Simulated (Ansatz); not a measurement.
# Li on Ta(110): change of the work function, part 3 of 4

Wanted: Δφ(θ) for Li/Ta(110), starting from the hollow site.

Ansatz 0.2.0; plane-wave DFT, PBE, Ansatz PAW.

So far, work function, upper face (eV): step 2 (the clean slab) 4.77; step 3 (37 atoms, coverage 0.111 ML, cell 3x3) 3.56.

**4. The covered slab, k-mesh 6×6×1, coverage 0.25 ML**

System of this step: Li/Ta(110). The cell holds 17 atoms: 16 Ta and 1 Li. Cell: a = 5.733 Å, b = 5.733 Å, c = 27.557 Å, α = 90.0°, β = 90.0°, γ = 70.5°. Vacuum lies along c.

Another coverage, to see how the dipoles act on each other as their distance changes.

input.yaml reads:

```yaml
crystal:
  lattice:
    - [4.6810468914, -3.31, 0.0]
    - [4.6810468914, 3.31, 0.0]
    - [0.0, 0.0, 27.5573286585]
  atoms:
    - { symbol: Ta, position: [0.0, 0.0, 0.3265918882] }
    - { symbol: Ta, position: [0.25, 0.25, 0.4115247739] }
    - { symbol: Ta, position: [0.0, 0.0, 0.4965446861] }
    - { symbol: Ta, position: [0.25, 0.25, 0.5781691423] }
    - { symbol: Ta, position: [0.0, 0.5, 0.3265918882] }
    - { symbol: Ta, position: [0.25, 0.75, 0.4115247739] }
    - { symbol: Ta, position: [0.0, 0.5, 0.4965446861] }
    - { symbol: Ta, position: [0.25, 0.75, 0.5781691423] }
    - { symbol: Ta, position: [0.5, 0.0, 0.3265918882] }
    - { symbol: Ta, position: [0.75, 0.25, 0.4115247739] }
    - { symbol: Ta, position: [0.5, 0.0, 0.4965446861] }
    - { symbol: Ta, position: [0.75, 0.25, 0.5781691423] }
    - { symbol: Ta, position: [0.5, 0.5, 0.3265918882] }
    - { symbol: Ta, position: [0.75, 0.75, 0.4115247739] }
    - { symbol: Ta, position: [0.5, 0.5, 0.4965446861] }
    - { symbol: Ta, position: [0.75, 0.75, 0.5781691423] }
    - { symbol: Li, position: [0.42, 0.42, 0.6734081118] }
kpoints:
  mp_grid: { grid: [6, 6, 1] }
hamiltonian:
  xc: pbe
scf:
  occupations: { method: fermi_dirac, width: 0.1 }
  convergence: { dr2_threshold: 1.0e-08 }
efield:
  axis: 3
  dipole_correction: true
  ramp_position: 0.97
  ramp_width: 0.06
relax:
  f_tol: 0.02
  max_steps: 60
  constraints: [{ sites: [0, 1, 4, 5, 8, 9, 12, 13] }]
output:
  dos: { projected: true, e_range: [-8, 4] }
  write_potential: true
  write_density: true
  volumetric_format: npy
  elf: true
```

Run with:

```sh
$ ansatz run input.yaml --threads 4 --pin off --max-ram 16384MiB --backend cpu --events-out ev --progress --plain --runs-dir out
```

Numbers of over 12 decimals in the logs are rounded to 6 here.

What it wrote:

```text
[...]
Crystal: 17 atoms, lattice volume = 853.961 Å³
Basis set: ecut = 420 eV, 16725 PW (Γ), exchange–correlation on 80×80×384 points (8 copies of the dense FFT grid, shifted against one another)
Bands: 127, of which v1, the nominal top of the filled ones, is band 106 counted from 1 (105 counted from 0)
Symmetry: 2 space group operations
[...]
k-points: 13 of 36 (time reversal used)
[...]
SCF iter   1: F=—  HF=-159112.579639 eV  |F-HF|=—  |Δ(HF+E_count)|=         —  Δρ=5.56e-3  dr2=9.99e0  ethr=1.77e-3  p=0.555 e·Å  D=1.18e-1 V/Å  ΔV_dip=-3.24 eV  dr2_dipole=4.94e0  V_vac-E_F(+/−)=1.81/5.06 eV  ⟨swp⟩=12.2  Hψ=8854  notcnv=0
[...]
SCF iter   9: F=-159112.424244 eV  HF=-159112.424244 eV  |F-HF|=1.25e-8  |Δ(HF+E_count)|=   1.01e-7  Δρ=4.86e-7  dr2=4.26e-9  ethr=4.74e-12  p=0.445 e·Å  D=9.43e-2 V/Å  ΔV_dip=-2.60 eV  dr2_dipole=2.92e-10  V_vac-E_F(+/−)=2.19/4.78 eV  ⟨swp⟩=12.9  Hψ=12825  notcnv=0
SCF 1 converged in 9 iterations: F = -159112.424244 eV  dr2 = 4.26e-9
[...]
relax step   1: F+E_penalty+E_count = -159112.42424428 eV  Δ(F+E_penalty+E_count) = +0.000e0 eV  max|allowed force component| = 4.694e-1 eV/Å  Δτ_max = 0.0000 Å  (9 SCF iters, accepted)
[...]
SCF iter   1: F=—  HF=-159112.548926 eV  |F-HF|=—  |Δ(HF+E_count)|=         —  Δρ=5.35e-3  dr2=1.91e0  ethr=8.11e-4  p=0.445 e·Å  D=9.43e-2 V/Å  ΔV_dip=-2.60 eV  dr2_dipole=2.97e-1  V_vac-E_F(+/−)=2.18/4.78 eV  ⟨swp⟩=1.5  Hψ=5350  notcnv=0  defer=2
[...]
eigensolver tolerance schedule calibrated: the retry pair's looser diagonalisation under-reported the residual by θ = 0.11 (0.18/decade); ethr = c·dr2/N_el runs at the constant in force after the calibration composes with the one it found (an armed cap, an earlier calibration), c = 3.0e-2
[...]
SCF iter   2: F=—  HF=-159112.467051 eV  |F-HF|=—  |Δ(HF+E_count)|=   8.19e-2  Δρ=2.47e-3  dr2=1.62e-1  ethr=2.74e-4  p=0.376 e·Å  D=7.97e-2 V/Å  ΔV_dip=-2.20 eV  dr2_dipole=1.70e-4  V_vac-E_F(+/−)=2.59/4.79 eV  ⟨swp⟩=4.3  Hψ=3630  notcnv=0  defer=2
[...]
SCF iter   9: F=-159112.443790 eV  HF=-159112.443790 eV  |F-HF|=1.18e-8  |Δ(HF+E_count)|=   5.31e-8  Δρ=5.04e-7  dr2=5.50e-9  ethr=1.43e-12  p=0.374 e·Å  D=7.92e-2 V/Å  ΔV_dip=-2.18 eV  dr2_dipole=5.10e-12  V_vac-E_F(+/−)=2.60/4.79 eV  ⟨swp⟩=11.8  Hψ=13223  notcnv=0
SCF 2 converged in 9 iterations: F = -159112.443790 eV  dr2 = 5.50e-9
relax step   2: F+E_penalty+E_count = -159112.44379030 eV  Δ(F+E_penalty+E_count) = -1.955e-2 eV  max|allowed force component| = 6.433e-1 eV/Å  Δτ_max = 0.1928 Å  (9 SCF iters, accepted)
SCF iter   1: F=—  HF=-159112.519765 eV  |F-HF|=—  |Δ(HF+E_count)|=         —  Δρ=2.99e-3  dr2=4.34e-1  ethr=2.32e-3  p=0.374 e·Å  D=7.92e-2 V/Å  ΔV_dip=-2.18 eV  dr2_dipole=4.87e-2  V_vac-E_F(+/−)=2.61/4.80 eV  ⟨swp⟩=4.6  Hψ=2960  notcnv=0  defer=2
[...]
SCF iter   9: F=-159112.496977 eV  HF=-159112.496977 eV  |F-HF|=2.56e-9  |Δ(HF+E_count)|=   1.68e-8  Δρ=4.21e-7  dr2=4.33e-9  ethr=4.74e-12  p=0.393 e·Å  D=8.33e-2 V/Å  ΔV_dip=-2.29 eV  dr2_dipole=6.05e-10  V_vac-E_F(+/−)=2.49/4.79 eV  ⟨swp⟩=14.2  Hψ=12947  notcnv=0
SCF 3 converged in 9 iterations: F = -159112.496977 eV  dr2 = 4.33e-9
relax step   3: F+E_penalty+E_count = -159112.49697653 eV  Δ(F+E_penalty+E_count) = -5.319e-2 eV  max|allowed force component| = 5.399e-2 eV/Å  Δτ_max = 0.1184 Å  (9 SCF iters, accepted)
[...]
relax step   4: F+E_penalty+E_count = -159112.50102710 eV  Δ(F+E_penalty+E_count) = -4.051e-3 eV  max|allowed force component| = 4.538e-2 eV/Å  Δτ_max = 0.0733 Å  (8 SCF iters, accepted)
[...]
relax step   5: F+E_penalty+E_count = -159112.50796908 eV  Δ(F+E_penalty+E_count) = -6.942e-3 eV  max|allowed force component| = 3.143e-2 eV/Å  Δτ_max = 0.1984 Å  (8 SCF iters, accepted)
[...]
relax step   6: F+E_penalty+E_count = -159112.51163815 eV  Δ(F+E_penalty+E_count) = -3.669e-3 eV  max|allowed force component| = 3.060e-2 eV/Å  Δτ_max = 0.1953 Å  (8 SCF iters, accepted)
[...]
relax step   7: F+E_penalty+E_count = -159112.51261107 eV  Δ(F+E_penalty+E_count) = -9.729e-4 eV  max|allowed force component| = 4.215e-2 eV/Å  Δτ_max = 0.1572 Å  (8 SCF iters, accepted)
SCF iter   1: F=—  HF=-159112.512922 eV  |F-HF|=—  |Δ(HF+E_count)|=         —  Δρ=2.44e-4  dr2=1.36e-3  ethr=4.16e-6  p=0.384 e·Å  D=8.14e-2 V/Å  ΔV_dip=-2.24 eV  dr2_dipole=1.83e-5  V_vac-E_F(+/−)=2.55/4.79 eV  ⟨swp⟩=2.7  Hψ=3515  notcnv=0
[...]
SCF iter   6: F=-159112.512796 eV  HF=-159112.512796 eV  |F-HF|=1.93e-8  |Δ(HF+E_count)|=   1.57e-7  Δρ=8.00e-7  dr2=9.79e-9  ethr=4.74e-12  p=0.382 e·Å  D=8.10e-2 V/Å  ΔV_dip=-2.23 eV  dr2_dipole=1.76e-11  V_vac-E_F(+/−)=2.56/4.79 eV  ⟨swp⟩=13.4  Hψ=13604  notcnv=0
SCF 8 converged in 6 iterations: F = -159112.512796 eV  dr2 = 9.79e-9
relax step   8: F+E_penalty+E_count = -159112.51279617 eV  Δ(F+E_penalty+E_count) = -1.851e-4 eV  max|allowed force component| = 1.231e-2 eV/Å  Δτ_max = 0.0289 Å  (6 SCF iters, accepted)
[...]
SCF converged after 6 iterations
Free energy (F): -159112.512796 eV
[...]
Internal energy: -159111.770206 eV  (E = F + TS)
E sigma→0 (E₀):  -159112.141501 eV
Entropy (-TS):   -0.742590 eV (-43.682 meV/atom)
Fermi energy:    4.124083 eV
Dipole field:    D = 0.081030 V/Å  (p = 0.382403 e·Å, saw-weighted, corrected)
Work function:   Φ+ = 2.5560 eV   Φ− = 4.7890 eV
[...]
--- Forces (eV/Å), atoms counted from 1 ---
  atom   1  Ta     0.00005112     0.00000000     0.40243530
  atom   2  Ta     0.00048365     0.00000000    -0.41715686
  atom   3  Ta    -0.01091012     0.00000000     0.00419914
  atom   4  Ta    -0.00025756     0.00000000    -0.00102395
  atom   5  Ta     0.00005956     0.00046522     0.41991230
  atom   6  Ta     0.00018325    -0.03185733    -0.42473614
  atom   7  Ta    -0.00099500     0.00646428     0.00082793
  atom   8  Ta     0.00419772    -0.00260423    -0.00875475
  atom   9  Ta     0.00005956    -0.00046522     0.41991230
  atom  10  Ta     0.00018325     0.03185733    -0.42473614
  atom  11  Ta    -0.00099500    -0.00646428     0.00082793
  atom  12  Ta     0.00419772     0.00260423    -0.00875475
  atom  13  Ta    -0.00006479    -0.00000000     0.44092555
  atom  14  Ta    -0.00017246    -0.00000000    -0.41802528
  atom  15  Ta     0.00914043    -0.00000000     0.00145119
  atom  16  Ta    -0.00452278    -0.00000000     0.00039755
  atom  17  Li    -0.00064763    -0.00000000     0.01230791
  max |Σ_I F_I| component: 9.21e-6 eV/Å
--- Band table (eV; the first three rows and the last of 13) ---
  k-point 0: bands = [... 102 lower, 4.2664, 4.4159, 4.5254, 4.6550, 5.0922, 5.1598, 5.1651, 5.2841, ... 17 higher]
  k-point 1: bands = [... 102 lower, 4.0622, 4.2097, 4.4562, 4.6165, 4.6766, 4.7819, 4.8923, 4.9029, ... 17 higher]
  k-point 2: bands = [... 102 lower, 3.8597, 3.9259, 3.9496, 3.9715, 4.0696, 4.1294, 4.1945, 4.2933, ... 17 higher]
  k-point 12: bands = [... 102 lower, 4.0800, 4.2174, 4.2623, 4.2760, 4.2817, 4.3046, 4.3686, 4.5132, ... 17 higher]
--- Relaxed structure (8 steps of the walk, 8 accepted, 0 SCFs on fresh bases) ---
  F+E_penalty+E_count = -159112.51279617 eV   max|allowed force component| = 1.231e-2 eV/Å
  atoms:
    - { symbol: Ta, position: [0.0, 0.0, 0.326592] }
    - { symbol: Ta, position: [0.25, 0.25, 0.411525] }
    - { symbol: Ta, position: [6.763056237629683e-5, 6.76305623762968e-5, 0.495643] }
    - { symbol: Ta, position: [0.252525, 0.252525, 0.580003] }
    - { symbol: Ta, position: [-5.551115123125783e-17, 0.5, 0.326592] }
    - { symbol: Ta, position: [0.25, 0.75, 0.411525] }
    - { symbol: Ta, position: [8.882161904530395e-5, 0.499940, 0.496748] }
    - { symbol: Ta, position: [0.246965, 0.752893, 0.578431] }
    - { symbol: Ta, position: [0.5, -5.551115123125783e-17, 0.326592] }
    - { symbol: Ta, position: [0.75, 0.25, 0.411525] }
    - { symbol: Ta, position: [0.499940, 8.882161904530395e-5, 0.496748] }
    - { symbol: Ta, position: [0.752893, 0.246965, 0.578431] }
    - { symbol: Ta, position: [0.5, 0.5, 0.326592] }
    - { symbol: Ta, position: [0.75, 0.75, 0.411525] }
    - { symbol: Ta, position: [0.499941, 0.499941, 0.496614] }
    - { symbol: Ta, position: [0.747478, 0.747478, 0.579951] }
    - { symbol: Li, position: [0.501147, 0.501147, 0.666116] }
```

It took 6.1 min on 4 threads of Arm Neoverse V1, shared host; peak memory 3 GiB; 24 min of CPU time.

Step by step:

```
step  energy less that of the first step (eV)  largest force component (eV/Å)
   1                                   0.0000                          0.4694
   2                                  -0.0195                          0.6433
   3                                  -0.0727                          0.0540
   4                                  -0.0768                          0.0454
   5                                  -0.0837                          0.0314
   6                                  -0.0874                          0.0306
   7                                  -0.0884                          0.0422
   8                                  -0.0886                          0.0123
```

Forces are held to the 2 operations that the run works with; a distortion that breaks them can't arise in this run.

The atoms that moved most (Å):

```csv
atom,dx,dy,dz,length
Li17,0.760,0.000,-0.201,0.786
Ta4,0.024,0.000,0.051,0.056
Ta16,-0.024,0.000,0.049,0.054
Ta3,0.001,0.000,-0.025,0.025
Ta12,-0.001,-0.020,0.007,0.021
Ta8,-0.001,0.020,0.007,0.021
Ta7,0.000,0.000,0.006,0.006
Ta11,0.000,0.000,0.006,0.006
```

Final coordinates:

```
Ta Li
1.0
     4.68105   -3.31000    0.00000
     4.68105    3.31000    0.00000
     0.00000    0.00000   27.55733
Ta Li
16 1
Direct
  0.00000 0.00000 0.32659
  0.25000 0.25000 0.41152
  0.00007 0.00007 0.49564
  0.25252 0.25252 0.58000
  0.00000 0.50000 0.32659
  0.25000 0.75000 0.41152
  0.00009 0.49994 0.49675
  0.24697 0.75289 0.57843
  0.50000 0.00000 0.32659
  0.75000 0.25000 0.41152
  0.49994 0.00009 0.49675
  0.75289 0.24697 0.57843
  0.50000 0.50000 0.32659
  0.75000 0.75000 0.41152
  0.49994 0.49994 0.49661
  0.74748 0.74748 0.57995
  0.50115 0.50115 0.66612
```

Numbers from this step:

| Property | Result |
| --- | --- |
| energy at zero smearing | -159112.1415 eV |
| work function, upper face | 2.556 eV |
| work function, lower face | 4.789 eV |
| dipole along the normal | 0.3824 e·Å |
| step between the vacuum levels | -2.233 eV |

The density of states has structure finer than the step of the table below, so its rows give means over 0.25 eV, whole bins alone (the curve runs from -8 to 1.86 eV). Peaks (eV: height): -1.560: 54.1, -1.470: 42.3, -1.260: 38.1, -1.020: 35.5, -0.690: 29.5, -0.300: 30.4, -0.090: 27.6.

Table of density of states by energy, zero at the Fermi level; means over each step:

```
energy (eV)  density of states (states/eV a cell)
      -7.75                                     0
      -7.50                                 0.174
      -7.25                                 0.895
      -7.00                                 0.859
      -6.75                                 0.946
      -6.50                                 0.942
      -6.25                                  1.72
      -6.00                                  2.29
      -5.75                                  2.35
      -5.50                                  2.49
      -5.25                                  1.48
      -5.00                                  3.56
      -4.75                                  4.61
      -4.50                                  4.19
      -4.25                                  6.85
      -4.00                                  9.91
      -3.75                                  11.3
      -3.50                                  9.43
      -3.25                                  14.6
      -3.00                                  18.3
      -2.75                                  15.4
      -2.50                                  10.7
      -2.25                                  10.3
      -2.00                                  7.59
      -1.75                                  6.27
      -1.50                                  33.3
      -1.25                                  30.0
      -1.00                                  26.4
      -0.75                                  24.9
      -0.50                                  23.3
      -0.25                                  26.3
       0.00                                  23.1
       0.25                                  18.0
       0.50                                  11.1
       0.75                                  12.0
       1.00                                  13.8
       1.25                                  11.1
       1.50                                  11.0
```

Projected DOS per atom over height of the atomic layer and energy from the Fermi level. Layers: Ta4 Ta4 Ta4 Ta4 Li from below.

Ten even steps from '0' (0.00 states/eV) to '9' (2.01 states/eV), each cell a mean:
```
42243
32242
32241
53350
86670
96570
87692
78981
11120
33330
45540
34440
23320
12210
11110
00000
00000
00000
00000
00000
00000
00000
```
Columns: height of the atomic layer (Å) from 9 to 18.4; rows upwards: energy from the Fermi level (eV) from -7.96 to 1.84.

Electrostatic potential energy in the ca plane at fractional y = 0.500, with atoms of Ta and Li within 0.2 Å of it. With pseudopotentials it is smooth inside the atoms' cores, unlike the true potential.

Ten even steps from '0' (-51 eV) to '9' (8 eV), each cell a mean:
```
01589999986200168999999999999999999999999999
24789999998533579999999999999999999999999999
77899988999877899988999999999999999999999999
88999888999988999988899999999999999999999999
77899988999877899988999999999999999999999999
24789999998533579999999987789999999999999999
01589999986200268999999864478999999999999999
00489999986100158999999853478999999999999999
02689999997310368999999975688999999999999999
56899989998755689999999998899999999999999999
88999888999888899988999999999999999999999999
88999888999888899988899999999999999999999999
56899989998755689998999999999999999999999999
02689999997300368999999999999999999999999999
00489999986100158999999999999999999999999999
```
Columns run along c (16.0 Å, from fractional 0.33 to 0.91 of the cell; values clipped at the 3rd and 97th percentile), rows up along a (5.7 Å). Atoms in or near the plane, at fractional coordinates: Ta at (0.50, 0.00), Ta at (0.50, 0.50), Li at (0.67, 0.50).

Valence density in the ca plane at fractional y = 0.500, with atoms of Ta and Li within 0.2 Å of it. It is the smooth field of the valence electrons, not physical close to the nuclei.

Ten steps, logarithmic in the rise over the least value, from '0' (0.0 e/Å³) to '9' (6.2 e/Å³), each cell a mean:
```
98643333335899863333221100000000000000000000
87533333334678643333322110000000000000000000
54333333333445433333322110000000000000000000
43333333333333333333322110000000000000000000
54333333333455433333322111000000000000000000
87533333334688643333322224300000000000000000
98643333335899863333322259830000000000000000
99743333335899863333322269840000000000000000
88643333335788753333322236510000000000000000
65433333333566543333322211100000000000000000
43333333333344333333322110000000000000000000
43333333333344333333322110000000000000000000
65433333333566543333322110000000000000000000
98643333335788753333322100000000000000000000
89743333335899864333221100000000000000000000
```
Columns run along c (16.0 Å, from fractional 0.33 to 0.91 of the cell), rows up along a (5.7 Å). Atoms in or near the plane, at fractional coordinates: Ta at (0.50, 0.00), Ta at (0.50, 0.50), Li at (0.67, 0.50).

ELF in the ca plane at fractional y = 0.500, with atoms of Ta and Li within 0.2 Å of it. It is the smooth field of the valence electrons, not physical close to the nuclei.

Ten even steps from '0' (0.00) to '9' (0.98), each cell a mean:
```
46435434433654632543345554321000000000000000
65234433432466423433345554321100000000000000
32344323443222234433345555432100000000000000
33454323455322345433345664322100000000000000
32344323443222234433345631000000000000000000
65234433432466423433356402200000000000000000
46435434433644632443456229930000000000000000
26535544433632642543456149950000000000000000
66335433432566623443456215510000000000000000
53244333442244224433346510000000000000000000
33444323454322345433345653211100000000000000
33444323454322345433345555432100000000000000
53244333442244224433345554432100000000000000
66335433432566623443345554321000000000000000
16535544433632642543445554321000000000000000
```
Columns run along c (16.0 Å, from fractional 0.33 to 0.91 of the cell), rows up along a (5.7 Å). Atoms in or near the plane, at fractional coordinates: Ta at (0.50, 0.00), Ta at (0.50, 0.50), Li at (0.67, 0.50).

The relaxation took 8 steps and lowered the energy by 0.089 eV; the largest force on the free atoms ends at 0.012 eV/Å.

By hand: a sheet of dipoles makes a step −p/(ε₀A) in the electron's potential. With e/ε₀ = 180.95 V·Å, p = 0.3824 e·Å and A = 30.99 Å², that is −180.95 × (0.3824) / 30.99 = -2.233 eV, and the two vacuum levels of the run differ by -2.233 eV.

The covered face has 2.56 eV, -2.21 eV against the clean one; the bare back face has moved by -0.03 eV, a measure of how thin the slab is.

(Part 3 of 4 ends here.)

[Logs are printed without paths, hosts, clocks, repeated set-up lines and the standing remarks that a program may print on its own settings, such as how far it seeks lower states.]

[Hosts, paths, dates, database ids (printed as entryN), source tags and the programs' standing remarks are cut or masked in the printed files.]

[Maps of the electrostatic potential energy from Ansatz leave out the sawtooth potential of an applied field or a dipole correction, so their vacuum need not be flat; planar profiles and work functions include it.]

[The density of states shown here was stored with 400 of the rows of the run's finer table, so its peaks can read low, often by over a quarter, or be missed, and its means over a window can be off by a tenth or more.]
